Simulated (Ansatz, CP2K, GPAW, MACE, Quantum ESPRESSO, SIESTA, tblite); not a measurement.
# Which run comes nearest? Generalised stacking fault on (110) of a LiCl-LiBr solid solution (56 atoms)

The cell holds 56 atoms: 28 Li, 10 Br and 18 Cl. Cell: a = 7.448 Å, b = 5.266 Å, c = 26.488 Å, α = 90.0°, β = 82.6°, γ = 90.0°. Rock-salt LiCl lattice (a = 5.2663 Å, the value set for the mixture), cell with z along [110], 2 x 1 x 7 periods; the third cell vector is tilted by 0.917 of 1/2[1-10] and lengthened by 0.2 Å, so the cell holds one fault; displaced by a Gaussian of 0.01 Å; 10 of 28 Cl sites given to Br at random (lattice constant by Vegard's rule between LiCl and LiBr). Then every atom was moved at random, 0.02 Å r.m.s. a Cartesian component.

Geometry: as built.

The reference, a calculation:

```
method                                           : Kohn-Sham DFT, PBE, PAW, plane waves (Ansatz 0.2.0); cutoff 420 eV, Γ point, fermi-dirac smearing of 0.05 eV; PAW set soft_2
r.m.s. force component                           : 0.1098 eV/Å
longest force                                    : 0.3545 eV/Å
pressure                                         : -0.2704 GPa
gap (highest filled to lowest empty level) : 5.458 eV
SCF cycles                                       : 7
time                                             : 4.1 s on 8 threads of Arm Neoverse V1, shared host
CPU time                                         : 28 s
```

**Question.** The same geometry is run in other programs. How far does each lie from the reference, and what does it cost?
- MACE MP-0b2 small potential (MACE MP-0b2 small; 1 thread)
- GPAW PBE, grid h 0.18 Å (GPAW 26.7.0; 2 MPI ranks)
- CP2K PBE, DZVP-MOLOPT-SR, 1120/50 Ry, diagonalisation (CP2K 2026.2; 2 threads)
- SIESTA optB88-vdW, PBE potentials, DZP, shift 0.01 Ry, mesh 300 Ry (SIESTA 5.4.2; 2 MPI ranks)
- SIESTA PBE, TZP, shift 0.01 Ry, mesh 300 Ry (SIESTA 5.4.2; 2 MPI ranks)
- QE PBE+D3(BJ), sssp-1.3.0-efficiency, 45/360 Ry (Quantum ESPRESSO 7.5; 2 MPI ranks)
- SIESTA PBE, DZP, shift 0.01 Ry, mesh 300 Ry (SIESTA 5.4.2; 1 thread)
- CP2K PBE, DZVP-MOLOPT-SR, 800/20 Ry, diagonalisation (CP2K 2026.2; 2 threads)
- SIESTA PBE, SZP, shift 0.01 Ry, mesh 300 Ry (SIESTA 5.4.2; 1 thread)
- QE PBE, sssp-1.3.0-efficiency, 45/360 Ry (Quantum ESPRESSO 7.5; 2 MPI ranks)

Differences are against the plane-wave reference, forces as r.m.s. over components; share is that over the reference's r.m.s. force, slope the least-squares factor from reference forces to these. Total energies of different programs have different zeros and aren't compared.

| run | Δ force, r.m.s. (meV/Å) | share (%) | slope | Δ pressure (GPa) | Δ gap (eV) | cores | CPU time | memory (GiB) |
| --- | --- | --- | --- | --- | --- | --- | --- | --- |
| reference | - | - | - | - | - | 8 | 28 s | 0.99 |
| MACE MP-0b2 small potential | 30.3 | 27.6 | 1.047 | 0.702 | - | 1 | 7.3 s | 0.67 |
| GPAW PBE, grid h 0.18 Å | 6.70 | 6.11 | 1.019 | - | -0.0047 | 2 | 3.3 min | 1.8 |
| CP2K PBE, DZVP-MOLOPT-SR, 1120/50 Ry, diagonalisation | 16.7 | 15.2 | 1.134 | 0.151 | -0.0242 | 2 | 9.6 min | 5.9 |
| SIESTA optB88-vdW, PBE potentials, DZP, shift 0.01 Ry, mesh 300 Ry | 23.7 | 21.6 | 1.177 | -0.711 | 0.304 | 2 | 6.9 min | 1.6 |
| SIESTA PBE, TZP, shift 0.01 Ry, mesh 300 Ry | 18.5 | 16.9 | 1.124 | -0.164 | 0.102 | 2 | 3.2 min | 1.2 |
| QE PBE+D3(BJ), sssp-1.3.0-efficiency, 45/360 Ry | 1.37 | 1.25 | 1.005 | -2.09 | -0.001 | 2 | 8 min | 2.0 |
| SIESTA PBE, DZP, shift 0.01 Ry, mesh 300 Ry | 19.0 | 17.3 | 1.139 | -0.263 | 0.199 | 1 | 2.4 min | 0.87 |
| CP2K PBE, DZVP-MOLOPT-SR, 800/20 Ry, diagonalisation (coarse) | 78.8 | 71.8 | 1.123 | 0.772 | -0.0211 | 2 | 6 min | 3.8 |
| SIESTA PBE, SZP, shift 0.01 Ry, mesh 300 Ry (coarse) | 17.8 | 16.2 | 1.135 | -0.448 | 0.452 | 1 | 2 min | 0.8 |
| QE PBE, sssp-1.3.0-efficiency, 45/360 Ry | 0.384 | 0.350 | 1.002 | -0.0216 | -0.001 | 2 | 7.9 min | 2.0 |

Rows marked coarse were listed beforehand as settings not expected to be converged; some can still land near the reference.

Times of the machine-learned potentials are mostly Python's start and the loading of weights.

CPU time is summed over cores on a shared host, where runs went side by side, so it is rough. Symmetry, cutoffs, thresholds, outputs and thread counts weren't matched or tuned between programs; memory under MPI is the largest rank's times the ranks.

PBE on plane waves or a grid with other potentials, cutoffs or grids, coarse settings apart, differs from the reference by 0.35 % (QE PBE, sssp-1.3.0-efficiency, 45/360 Ry) to 6.1 % (GPAW PBE, grid h 0.18 Å) of the r.m.s. force; this holds the reference's own error, so differences of a few per cent don't tell which side is nearer the exact PBE result (QE's 45 Ry are 612 eV, against the reference's 420 eV). The PBE runs in local orbitals, coarse settings apart, differ by 15 % (CP2K PBE, DZVP-MOLOPT-SR, 1120/50 Ry, diagonalisation) to 17 % (SIESTA PBE, DZP, shift 0.01 Ry, mesh 300 Ry); basis, grid and potentials can all enter. Machine-learned potentials differ by 28 % (MACE MP-0b2 small potential); they were trained on other programs' data. Rows with another functional or a dispersion term differ by 1.2 % (QE PBE+D3(BJ), sssp-1.3.0-efficiency, 45/360 Ry) to 22 % (SIESTA optB88-vdW, PBE potentials, DZP, shift 0.01 Ry, mesh 300 Ry), which mixes the change of model with differences of basis and potentials, some of them made for another functional. Machine-learned potentials mimic data converged in k, so the reference's own k-point error enters their differences. The electronic-structure runs sample only Γ, in a cell whose shortest periodic width is 5 Å.

[Logs are printed without paths, hosts, clocks, repeated set-up lines and the standing remarks that a program may print on its own settings, such as how far it seeks lower states.]

[Hosts, paths, dates, database ids (printed as entryN), source tags and the programs' standing remarks are cut or masked in the printed files.]
